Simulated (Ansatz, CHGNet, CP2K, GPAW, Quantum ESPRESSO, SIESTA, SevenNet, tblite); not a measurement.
# What went wrong? SIESTA on liquid diethyl ether at 300 K (75 atoms)

Program: SIESTA 5.4.2, a calculation on a cell of 20 C, 5 O and 50 H, 11.6 Å³ an atom.

The input, input.fdf:

```
SystemLabel cell
NumberOfAtoms 75
NumberOfSpecies 3
%block ChemicalSpeciesLabel
  1 6 C
  2 8 O
  3 1 H
%endblock ChemicalSpeciesLabel
LatticeConstant 1.0 Ang
%block LatticeVectors
  9.53465 0.00000 0.00000
  0.00000 9.53465 0.00000
  0.00000 0.00000 9.53465
%endblock LatticeVectors
PAO.BasisSize DZP
PAO.EnergyShift 0.01 Ry
XC.Functional GGA
XC.Authors PBE
MeshCutoff 500 Ry
%block kgrid_Monkhorst_Pack
  1 0 0 0.0
  0 1 0 0.0
  0 0 1 0.0
%endblock kgrid_Monkhorst_Pack
SolutionMethod diagon
OccupationFunction FD
ElectronicTemperature 580 K
SCF.Mixer.Method Linear
SCF.Mixer.Weight 0.9
SCF.Mixer.History 1
SCF.Mix Hamiltonian
MaxSCFIterations 60
SCF.DM.Tolerance 1e-04
SCF.H.Tolerance 1.0e-3 eV
WriteForces T
Write.HirshfeldPop T
Write.VoronoiPop T
Write.DM F
Write.H F
XML.Write F
AtomicCoordinatesFormat Fractional
%block AtomicCoordinatesAndAtomicSpecies
  0.90448 0.09480 0.75948 1
  0.00233 0.96484 0.71498 1
  0.94067 0.90949 0.59752 2
  0.01206 0.78599 0.53118 1
  0.92943 0.72932 0.42610 1
  0.94717 0.13785 0.86176 3
  0.80474 0.04715 0.77539 3
  0.90580 0.16872 0.68341 3
  0.10851 0.99161 0.69232 3
  0.99706 0.87441 0.79985 3
[... 61 atom lines left out ...]
  0.52872 0.49987 0.17472 3
  0.35241 0.68322 0.24411 3
  0.37205 0.67364 0.05777 3
  0.45208 0.80493 0.14449 3
%endblock AtomicCoordinatesAndAtomicSpecies
```

Run with:

```
$ OMP_NUM_THREADS=1 mpirun -np 2 siesta < input.fdf > output.txt
```

Log:

```text
Version         : 5.4.2
reinit: System Name:
reinit: System Label: cell
initatom: Reading input for the pseudopotentials and atomic orbitals ----------
Species number:   1 Atomic number:    6 Label: C
Species number:   2 Atomic number:    8 Label: O
Species number:   3 Atomic number:    1 Label: H
Ground state valence configuration (from tables):   2s02  2p02  3d00  4f00
Ground state valence configuration (from tables):   2s02  2p04  3d00  4f00
Ground state valence configuration (from tables):   1s01  2p00  3d00  4f00
---- Processing specs for species: C
GGA--PBE XC_GGA_X_PBE--XC_GGA_C_PBE pb
---- Processing specs for species: O
GGA--PBE XC_GGA_X_PBE--XC_GGA_C_PBE pb
---- Processing specs for species: H
GGA--PBE XC_GGA_X_PBE--XC_GGA_C_PBE pb
C pseudopotential only contains V_ls up to l=1 -- lmxkb reset.
O pseudopotential only contains V_ls up to l=2 -- lmxkb reset.
H pseudopotential only contains V_ls up to l=1 -- lmxkb reset.
Using PAO.SplitTailNorm
%block ChemicalSpeciesLabel
    1    6 C                       # Species index, atomic number, species label
[... lines left out ...]
Total number of electrons:   160.000000
[... lines left out ...]
Folding of H and S implicitly performed
Folding of H and S implicitly performed
new_DM -- step:     1
Initializing Density Matrix...
Attempting to read DM from file... Failed...
DM filled with atomic data:
InitMesh: MESH = 144 x 144 x 144 = 2985984
InitMesh: Mesh cutoff (required, used) =   500.000   630.402 Ry
stepf: Fermi-Dirac step function
        iscf     Eharris(eV)        E_KS(eV)     FreeEng(eV)     dDmax    Ef(eV) dHmax(eV)
   scf:    1    -6344.020890    -6300.134759    -6300.134759  1.968436 -4.176491  7.531264
   scf:    2    -6265.639483    -6297.649331    -6297.649331  0.429650 -2.154248  7.257328
   scf:    3    -6241.274401    -6290.739559    -6290.739559  0.464515 -4.471046  8.398135
   scf:    4    -6199.026758    -6277.918911    -6277.918911  0.614784 -2.215012 10.559253
   scf:    5    -6123.803900    -6255.402933    -6255.402933  0.714731 -3.818529 16.050236
   scf:    6    -5922.971291    -6193.948144    -6193.950655  0.968887 -1.242863 35.902328
   scf:    7    -4755.776393    -5828.570774    -5828.592516  1.354241 -3.098896 84.316892
   scf:    8     6557.333652    -2308.031650    -2308.179131 12.266441 -2.939720243.887787
   scf:    9    89529.170080    22440.487438    22440.478450120.165424-30.393011720.889221
   scf:   10    51336.551441     7643.265253     7643.264013120.158156-86.191567706.078567
   scf:   11    68927.000421    13382.043513    13381.999480 20.505746-57.038107582.657908
   scf:   12    69195.631702    12581.743639    12581.684202 25.427666-80.554741591.809967
   scf:   13    72421.916741    13135.089766    13135.082594 25.428136-78.662108565.747723
[...]
scf:   21    65624.395788    10070.111986    10070.098484 26.574711**********624.987536
[...]
scf:   23    63920.054794     9376.378353     9376.369619 31.336614**********632.049919
[...]
scf:   25    63672.832800     9300.386894     9300.283401 27.799436**********620.430226
[...]
scf:   57    63572.846383     9266.195132     9266.123379 26.937828**********623.909909
   scf:   58    95988.752369    20029.727771    20029.713325 27.025085-77.308561622.212283
   scf:   59    64151.765588     9452.187788     9452.171550 27.024997**********623.011698
   scf:   60    96083.011477    20054.019202    20054.015959 26.937107-77.399022624.707472
SCF_NOT_CONV: SCF did not converge in maximum number of steps (required).
SCF_NOT_CONV: SCF did not converge in maximum number of steps (required).
Geom step, scf iteration, dDmax, dHmax:    0    60     26.937107    45.915152
Geom step, scf iteration, dDmax, dHmax:    0    60     26.937107    45.915152
ABNORMAL_TERMINATION
Stopping Program from Node:    0
ABNORMAL_TERMINATION
Stopping Program from Node:    0
ABNORMAL_TERMINATION
Stopping Program from Node:    1
ABNORMAL_TERMINATION
Stopping Program from Node:    1
```

It took 4.7 min on 2 MPI ranks of Arm Neoverse V1, shared host; peak memory 1.4 GiB.

Banners, paths, timers and routine set-up lines are dropped from the logs unmarked, and long logs keep their key lines alone; longer cuts are marked.

**Question.** What is wrong with this input?

Mixing far too strong: mixing weight 0.9 and mixer Linear. The sound run has mixing weight 0.15.

The run ended unconverged.

[Also dropped from logs without a mark: logging warnings of Python, and SIESTA's first energy breakdown and zero terms.]

[Logs are printed without paths, hosts, clocks, repeated set-up lines and the standing remarks that a program may print on its own settings, such as how far it seeks lower states.]

[Hosts, paths, dates, database ids (printed as entryN), source tags and the programs' standing remarks are cut or masked in the printed files.]
